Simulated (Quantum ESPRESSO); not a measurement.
# Wannier-interpolated electron–phonon scattering in Mo (Im-3m), part 2 of 5

How strongly do phonons scatter the electrons of Mo (Im-3m), and how dense must the meshes be?

Quantum ESPRESSO 7.5; DFT LDA, scalar-relativistic, plane waves, PseudoDojo 0.4.1 norm-conserving pseudopotentials.

So far. Step 2 (Relaxation): The volume ends at 15.09 Å³ an atom, -3.2 % from the start. Step 3 (Ground state): The Fermi level lies at 21.86 eV and the pressure is -0.028 GPa.

**4. Phonons on the coarse mesh**

ph.x gives the dynamical matrices and the changes of the potential on a coarse q mesh, which EPW interpolates.

ph.in

```
phonons
 &inputph
    prefix='x',
    outdir='./tmp',
    tr2_ph=1.0d-14,
    fildyn='x.dyn',
    fildvscf='dvscf',
    ldisp=.true.,
    nq1=4,
    nq2=4,
    nq3=4,
    alpha_mix(1)=0.5,
    amass(1)=95.95,
 /
```

Started as:

```sh
$ OMP_NUM_THREADS=1 mpirun -n 8 ph.x -nk 8 -in ph.in > ph.out
```

What it wrote:

```text
[banner, memory and clock lines left out]
Program PHONON v.7.5

     ./tmp/x.save/

     IMPORTANT: XC functional enforced from input :
     Exchange-correlation= PW
                           (   1   4   0   0   0   0   0)
     Any further DFT definition will be discarded
     Please, verify this is what you really want

     G-vector sticks info

     Reading collected, re-writing distributed wavefunctions in ./tmp/

     Dynamical matrices for ( 4, 4, 4)  uniform grid of q-points
     (   8 q-points):
       N         xq(1)         xq(2)         xq(3)
       1   0.000000000   0.000000000   0.000000000
       2   0.216506351   0.216506351   0.000000000
       3  -0.433012702  -0.433012702   0.000000000
       4   0.433012702   0.216506351   0.216506351
       5   0.433012702   0.433012702   0.433012702
       6   0.000000000   0.000000000   0.433012702
       7  -0.866025404  -0.216506351  -0.216506351
       8  -0.866025404  -0.866025404  -0.866025404

     Number and degeneracy of irreps per q-point
       N         xq(1)         xq(2)         xq(3)   N irreps
       1   0.000000000   0.000000000   0.000000000       1
        3
       2   0.216506351   0.216506351   0.000000000       3
     No degeneracy
       3  -0.433012702  -0.433012702   0.000000000       3
     No degeneracy
       4   0.433012702   0.216506351   0.216506351       3
     No degeneracy
       5   0.433012702   0.433012702   0.433012702       1
        3
       6   0.000000000   0.000000000   0.433012702       2
        1   2
       7  -0.866025404  -0.216506351  -0.216506351       3
     No degeneracy
       8  -0.866025404  -0.866025404  -0.866025404       1
        3

     Saving dvscf to file. Distribute only q points, not irreducible representations.

     Calculation of q =    0.0000000   0.0000000   0.0000000

     phonons

     bravais-lattice index     =            0
     lattice parameter (alat)  =       5.0951  a.u.
     unit-cell volume          =     101.8222 (a.u.)^3
     number of atoms/cell      =            1
     number of atomic types    =            1
     kinetic-energy cut-off    =      80.0000  Ry
     charge density cut-off    =     320.0000  Ry
     convergence threshold     =      1.0E-14
     beta                      =       0.5000
     number of iterations used =            4
     Exchange-correlation= PW
                           (   1   4   0   0   0   0   0)

     celldm(1)=    5.09513  celldm(2)=    0.00000  celldm(3)=    0.00000
     celldm(4)=    0.00000  celldm(5)=    0.00000  celldm(6)=    0.00000

     crystal axes: (cart. coord. in units of alat)
               a(1) = ( -0.5774  0.5774  0.5774 )
               a(2) = (  0.5774 -0.5774  0.5774 )
               a(3) = (  0.5774  0.5774 -0.5774 )

     reciprocal axes: (cart. coord. in units 2 pi/alat)
               b(1) = (  0.0000  0.8660  0.8660 )
               b(2) = (  0.8660  0.0000  0.8660 )
               b(3) = (  0.8660  0.8660  0.0000 )

     Atoms inside the unit cell:

     Cartesian axes

     site n.  atom      mass           positions (alat units)
        1  Mo     95.9500   tau(    1) = (    0.00000    0.00000    0.00000  )

     Computing dynamical matrix for
                    q = (   0.0000000   0.0000000   0.0000000 )

     49 Sym.Ops. (with q -> -q+G )

     G cutoff =  210.4263  (   9909 G-vectors)     FFT grid: ( 30, 30, 30)

     number of k points=    72  Marzari-Vanderbilt smearing, width (Ry)=  0.0200

     PseudoPot. # 1 for Mo read from file:
     ./pseudo/Mo.upf
     Pseudo is Norm-conserving + core correction, Zval = 14.0
     Using radial grid of 1602 points,  6 beta functions with:
                l(1) =   0
                l(2) =   0
                l(3) =   1
                l(4) =   1
                l(5) =   2
                l(6) =   2

     Mode symmetry, O_h (m-3m)  point group:

     Atomic displacements:
     There are    1 irreducible representations

     Representation     1      3 modes -  To be done

     Alpha used in Ewald sum =   2.8000

     Representation #   1 modes #   1   2   3

     Self-consistent Calculation

     Pert. #  1: Fermi energy shift (Ry) =    -4.4159E-26     0.0000E+00
     Pert. #  2: Fermi energy shift (Ry) =     4.5236E-26     3.1347E-37
     Pert. #  3: Fermi energy shift (Ry) =     3.7192E-27     3.1347E-37

      thresh= 1.000E-02 alpha_mix =  0.500 |ddv_scf|^2 =  5.166E-06

     Pert. #  1: Fermi energy shift (Ry) =    -1.7233E-26    -5.8775E-39
     Pert. #  2: Fermi energy shift (Ry) =     1.0771E-26     0.0000E+00
     Pert. #  3: Fermi energy shift (Ry) =     2.3880E-26    -8.5330E-40

      thresh= 2.273E-04 alpha_mix =  0.500 |ddv_scf|^2 =  1.287E-07

     Pert. #  1: Fermi energy shift (Ry) =    -8.6165E-27     1.8367E-39
     Pert. #  2: Fermi energy shift (Ry) =    -2.5849E-26    -1.3469E-39
     Pert. #  3: Fermi energy shift (Ry) =    -1.6896E-26    -9.1835E-40

      thresh= 3.588E-05 alpha_mix =  0.500 |ddv_scf|^2 =  4.372E-09

     Pert. #  1: Fermi energy shift (Ry) =     4.3082E-27     3.0612E-41
     Pert. #  2: Fermi energy shift (Ry) =     1.2925E-26     9.9488E-41
     Pert. #  3: Fermi energy shift (Ry) =     3.8993E-26    -7.6530E-42

      thresh= 6.612E-06 alpha_mix =  0.500 |ddv_scf|^2 =  1.969E-11

     Pert. #  1: Fermi energy shift (Ry) =    -1.2925E-26     5.7397E-42
     Pert. #  2: Fermi energy shift (Ry) =    -2.1541E-26    -9.5662E-42
     Pert. #  3: Fermi energy shift (Ry) =     1.3766E-26    -4.0656E-42

      thresh= 4.437E-07 alpha_mix =  0.500 |ddv_scf|^2 =  2.712E-13

     Pert. #  1: Fermi energy shift (Ry) =    -3.0158E-26     1.9132E-41
     Pert. #  2: Fermi energy shift (Ry) =    -2.1541E-26     5.7397E-41
     Pert. #  3: Fermi energy shift (Ry) =    -3.2042E-26     1.9132E-42

      thresh= 5.208E-08 alpha_mix =  0.500 |ddv_scf|^2 =  3.328E-15

     End of self-consistent calculation

     Convergence has been achieved

     Number of q in the star =    1
     List of q in the star:
          1   0.000000000   0.000000000   0.000000000

     Diagonalizing the dynamical matrix

     q = (    0.000000000   0.000000000   0.000000000 )

 **************************************************************************
     freq (    1) =      -0.184214 [THz] =      -6.144710 [cm-1]
     freq (    2) =      -0.184214 [THz] =      -6.144710 [cm-1]
     freq (    3) =      -0.184214 [THz] =      -6.144710 [cm-1]
 **************************************************************************

     Mode symmetry, O_h (m-3m)  point group:

     freq (   1-   3) =         -6.1  [cm-1]   --> T_1u G_15  G_4- I

     Calculation of q =    0.2165064   0.2165064   0.0000000

     G-vector sticks info

     Title:
[...]
thresh= 8.594E-08 alpha_mix =  0.500 |ddv_scf|^2 =  9.615E-14

[...]
End of self-consistent calculation

     Convergence has been achieved

     Representation #   2 mode #   2

     Self-consistent Calculation

[...]
End of self-consistent calculation

     Convergence has been achieved

     Representation #   3 mode #   3

     Self-consistent Calculation

[...]
thresh= 1.354E-07 alpha_mix =  0.500 |ddv_scf|^2 =  2.078E-14

      thresh= 1.442E-08 alpha_mix =  0.500 |ddv_scf|^2 =  1.272E-15

     End of self-consistent calculation

     Convergence has been achieved

     Number of q in the star =   12
     List of q in the star:
          1  -0.866025404  -0.216506351  -0.216506351
          2  -0.216506351   0.866025404  -0.216506351
          3  -0.866025404   0.216506351  -0.216506351
          4   0.216506351  -0.866025404  -0.216506351
          5   0.216506351  -0.866025404   0.216506351
          6   0.866025404  -0.216506351   0.216506351
          7  -0.866025404   0.216506351   0.216506351
          8  -0.216506351   0.866025404   0.216506351
          9   0.216506351  -0.216506351   0.866025404
         10  -0.216506351  -0.216506351  -0.866025404
         11   0.216506351   0.216506351  -0.866025404
         12  -0.216506351   0.216506351   0.866025404

     Diagonalizing the dynamical matrix

     q = (   -0.866025404  -0.216506351  -0.216506351 )

 **************************************************************************
     freq (    1) =       5.470061 [THz] =     182.461606 [cm-1]
     freq (    2) =       7.137899 [THz] =     238.094693 [cm-1]
     freq (    3) =       7.457171 [THz] =     248.744438 [cm-1]
 **************************************************************************

     Mode symmetry, C_2v (mm2)  point group:

     freq (   1-   1) =        182.5  [cm-1]   --> B_1  D_3  S_3
     freq (   2-   2) =        238.1  [cm-1]   --> A_1  D_1  S_1
     freq (   3-   3) =        248.7  [cm-1]   --> B_2  D_4  S_4

     Calculation of q =   -0.8660254  -0.8660254  -0.8660254

     G-vector sticks info

     Title:
     phonons

     bravais-lattice index     =            0
     lattice parameter (alat)  =       5.0951  a.u.
     unit-cell volume          =     101.8222 (a.u.)^3
     number of atoms/cell      =            1
     number of atomic types    =            1
     number of electrons       =        14.00
     number of Kohn-Sham states=           11
     kinetic-energy cutoff     =      80.0000  Ry
     charge density cutoff     =     320.0000  Ry
     Exchange-correlation= PW
                           (   1   4   0   0   0   0   0)

     celldm(1)=   5.095125  celldm(2)=   0.000000  celldm(3)=   0.000000
     celldm(4)=   0.000000  celldm(5)=   0.000000  celldm(6)=   0.000000

     crystal axes: (cart. coord. in units of alat)
               a(1) = (  -0.577350   0.577350   0.577350 )
               a(2) = (   0.577350  -0.577350   0.577350 )
               a(3) = (   0.577350   0.577350  -0.577350 )

     reciprocal axes: (cart. coord. in units 2 pi/alat)
               b(1) = (  0.000000  0.866025  0.866025 )
               b(2) = (  0.866025  0.000000  0.866025 )
               b(3) = (  0.866025  0.866025  0.000000 )

     PseudoPot. # 1 for Mo read from file:
     ./pseudo/Mo.upf
     Pseudo is Norm-conserving + core correction, Zval = 14.0
     Using radial grid of 1602 points,  6 beta functions with:
[...]
l(5) =   2
                l(6) =   2

     atomic species   valence    mass     pseudopotential
     Mo               14.00    95.95000     Mo( 1.00)

     48 Sym. Ops., with inversion, found

   Cartesian axes

     site n.     atom                  positions (alat units)
         1        Mo     tau(   1) = (   0.0000000   0.0000000   0.0000000  )

     number of k points=   144  Marzari-Vanderbilt smearing, width (Ry)=  0.0200

     Number of k-points >= 100: set verbosity='high' to print them.

     Dense  grid:     9909 G-vectors     FFT dimensions: (  30,  30,  30)

     The potential is recalculated from file :
     ./tmp/_ph0/x.q_8/x.save/charge-density

     Starting wfcs are   10 atomic +    1 random wfcs

     Band Structure Calculation
     Davidson diagonalization with overlap

     ethr =  7.14E-11,  avg # of iterations = 15.4

     End of band structure calculation

     Number of k-points >= 100: set verbosity='high' to print the bands.

     the Fermi energy is    21.8596 ev

     Writing config to output data dir ./tmp/_ph0/x.q_8/x.save/ :
     XML data file

     phonons

     bravais-lattice index     =            0
     lattice parameter (alat)  =       5.0951  a.u.
     unit-cell volume          =     101.8222 (a.u.)^3
     number of atoms/cell      =            1
     number of atomic types    =            1
     kinetic-energy cut-off    =      80.0000  Ry
     charge density cut-off    =     320.0000  Ry
     convergence threshold     =      1.0E-14
     beta                      =       0.5000
     number of iterations used =            4
     Exchange-correlation= PW
                           (   1   4   0   0   0   0   0)

     celldm(1)=    5.09513  celldm(2)=    0.00000  celldm(3)=    0.00000
     celldm(4)=    0.00000  celldm(5)=    0.00000  celldm(6)=    0.00000

     crystal axes: (cart. coord. in units of alat)
               a(1) = ( -0.5774  0.5774  0.5774 )
               a(2) = (  0.5774 -0.5774  0.5774 )
               a(3) = (  0.5774  0.5774 -0.5774 )

     reciprocal axes: (cart. coord. in units 2 pi/alat)
               b(1) = (  0.0000  0.8660  0.8660 )
               b(2) = (  0.8660  0.0000  0.8660 )
               b(3) = (  0.8660  0.8660  0.0000 )

     Atoms inside the unit cell:

     Cartesian axes

     site n.  atom      mass           positions (alat units)
        1  Mo     95.9500   tau(    1) = (    0.00000    0.00000    0.00000  )

     Computing dynamical matrix for
                    q = (  -0.8660254  -0.8660254  -0.8660254 )

     49 Sym.Ops. (with q -> -q+G )

     G cutoff =  210.4263  (   9909 G-vectors)     FFT grid: ( 30, 30, 30)

     number of k points=   144  Marzari-Vanderbilt smearing, width (Ry)=  0.0200

     PseudoPot. # 1 for Mo read from file:
     ./pseudo/Mo.upf
     Pseudo is Norm-conserving + core correction, Zval = 14.0
     Using radial grid of 1602 points,  6 beta functions with:
                l(1) =   0
                l(2) =   0
                l(3) =   1
                l(4) =   1
                l(5) =   2
                l(6) =   2

     Mode symmetry, O_h (m-3m)  point group:

     Atomic displacements:
     There are    1 irreducible representations

     Representation     1      3 modes -  To be done

     Message from routine init_vloc:
     Interpolation table for Vloc re-allocated

     Alpha used in Ewald sum =   2.8000

     Representation #   1 modes #   1   2   3

     Self-consistent Calculation

      thresh= 1.000E-02 alpha_mix =  0.500 |ddv_scf|^2 =  3.142E-05

      thresh= 5.606E-04 alpha_mix =  0.500 |ddv_scf|^2 =  7.709E-07

      thresh= 8.780E-05 alpha_mix =  0.500 |ddv_scf|^2 =  7.034E-09

      thresh= 8.387E-06 alpha_mix =  0.500 |ddv_scf|^2 =  1.024E-11

      thresh= 3.201E-07 alpha_mix =  0.500 |ddv_scf|^2 =  1.481E-12

      thresh= 1.217E-07 alpha_mix =  0.500 |ddv_scf|^2 =  7.615E-15

     End of self-consistent calculation

     Convergence has been achieved

     Number of q in the star =    1
     List of q in the star:
          1  -0.866025404  -0.866025404  -0.866025404

     Diagonalizing the dynamical matrix

     q = (   -0.866025404  -0.866025404  -0.866025404 )

 **************************************************************************
     freq (    1) =       6.002672 [THz] =     200.227587 [cm-1]
     freq (    2) =       6.002672 [THz] =     200.227587 [cm-1]
     freq (    3) =       6.002672 [THz] =     200.227587 [cm-1]
 **************************************************************************

     Mode symmetry, O_h (m-3m)  point group:

     freq (   1-   3) =        200.2  [cm-1]   --> T_1u G_15  G_4-
```

It took 17 min on 8 MPI ranks of Arm Neoverse N1, shared host; 2.1 h of CPU time.

This step gave:

```
lowest frequency off the zone centre                                            : 117.9 cm⁻¹
largest magnitude of the acoustic modes at the zone centre, before the sum rule : 6.145 cm⁻¹
```

Frequencies at the irreducible wavevectors:

```
  q1    q2     q3  star  mode 1 (cm⁻¹)  mode 2 (cm⁻¹)  mode 3 (cm⁻¹)
   0     0      0     1           -6.1           -6.1           -6.1
   0     0   0.25    12          117.9          139.7          204.5
   0     0    0.5     6          155.9          208.9          282.3
   0  0.25   0.25    24          197.2          209.4          250.1
0.25  0.25   0.25     2          218.2          218.2          218.2
0.25  0.25  -0.25     6          149.4          149.4          251.7
0.25   0.5    0.5    12          182.5          238.1          248.7
 0.5   0.5    0.5     1          200.2          200.2          200.2
```

The lowest mode off the zone centre lies at 118 cm⁻¹ and the highest of all solved modes at 282 cm⁻¹, so the solved wavevectors are stable. The acoustic modes at the centre lie within 6.1 cm⁻¹ of zero before the sum rule is imposed.

**5. Bands for the check**

Bands on a path serve later as the test of the Wannier interpolation; inside the frozen window, points that lie on the coarse mesh match by construction, and those between them test it.

bands.in

```
 &control
    calculation='bands',
    prefix='x',
    outdir='./tmp',
    pseudo_dir='./pseudo',
    verbosity='high',
 /
 &system
    ibrav=0,
    nat=1,
    ntyp=1,
    ecutwfc=80.0,
    occupations='smearing',
    smearing='mv',
    degauss=0.02,
    nbnd=30,
 /
 &electrons
    conv_thr=1.0d-10,
 /
ATOMIC_SPECIES
 Mo     95.9500  Mo.upf
CELL_PARAMETERS angstrom
    -1.556665700    1.556665700    1.556665700
     1.556665700   -1.556665700    1.556665700
     1.556665700    1.556665700   -1.556665700
ATOMIC_POSITIONS crystal
 Mo     0.000000000   0.000000000   0.000000000
K_POINTS crystal
73
 0.00000000 0.00000000 0.00000000 0.01369863
 0.02777778 -0.02777778 0.02777778 0.01369863
 0.05555556 -0.05555556 0.05555556 0.01369863
 0.08333333 -0.08333333 0.08333333 0.01369863
[the list of k-points goes on]
```

Started as:

```sh
$ OMP_NUM_THREADS=1 mpirun -n 8 pw.x -nk 8 -in bands.in > bands.out
```

What it wrote:

```text
[banner, memory and clock lines left out]
[...]
number of Kohn-Sham states=           30
```

The job ended after 8.2 s (8 MPI ranks; 61 s of CPU time).

**6. States on the coarse mesh**

Wannier functions need the states on a full uniform k mesh, and the couplings need it to be a multiple of the q mesh.

nscf.in

```
 &control
    calculation='nscf',
    prefix='x',
    outdir='./tmp',
    pseudo_dir='./pseudo',
    verbosity='high',
 /
 &system
    ibrav=0,
    nat=1,
    ntyp=1,
    ecutwfc=80.0,
    occupations='smearing',
    smearing='mv',
    degauss=0.02,
    nbnd=30,
 /
 &electrons
    conv_thr=1.0d-11,
 /
ATOMIC_SPECIES
 Mo     95.9500  Mo.upf
CELL_PARAMETERS angstrom
    -1.556665700    1.556665700    1.556665700
     1.556665700   -1.556665700    1.556665700
     1.556665700    1.556665700   -1.556665700
ATOMIC_POSITIONS crystal
 Mo     0.000000000   0.000000000   0.000000000
K_POINTS crystal
512
 0.00000000 0.00000000 0.00000000 0.00195312
 0.00000000 0.00000000 0.12500000 0.00195312
 0.00000000 0.00000000 0.25000000 0.00195312
 0.00000000 0.00000000 0.37500000 0.00195312
[the list of k-points goes on]
```

Started as:

```sh
$ OMP_NUM_THREADS=1 mpirun -n 8 pw.x -nk 8 -in nscf.in > nscf.out
```

What it wrote:

```text
[banner, memory and clock lines left out]
[...]
number of Kohn-Sham states=           30
     the Fermi energy is    21.9073 ev
```

Elapsed: 53 s, on 8 MPI ranks; 6.7 min of CPU time.

Numbers from this step:

```yaml
fermi_energy: 21.91 eV
```

(Part 2 of 5 ends here.)

[The logs of pw.x and epw.x are selected lines.]

[Logs are printed without paths, hosts, clocks, repeated set-up lines and the standing remarks that a program may print on its own settings, such as how far it seeks lower states.]

[Hosts, paths, dates, database ids (printed as entryN), source tags and the programs' standing remarks are cut or masked in the printed files.]
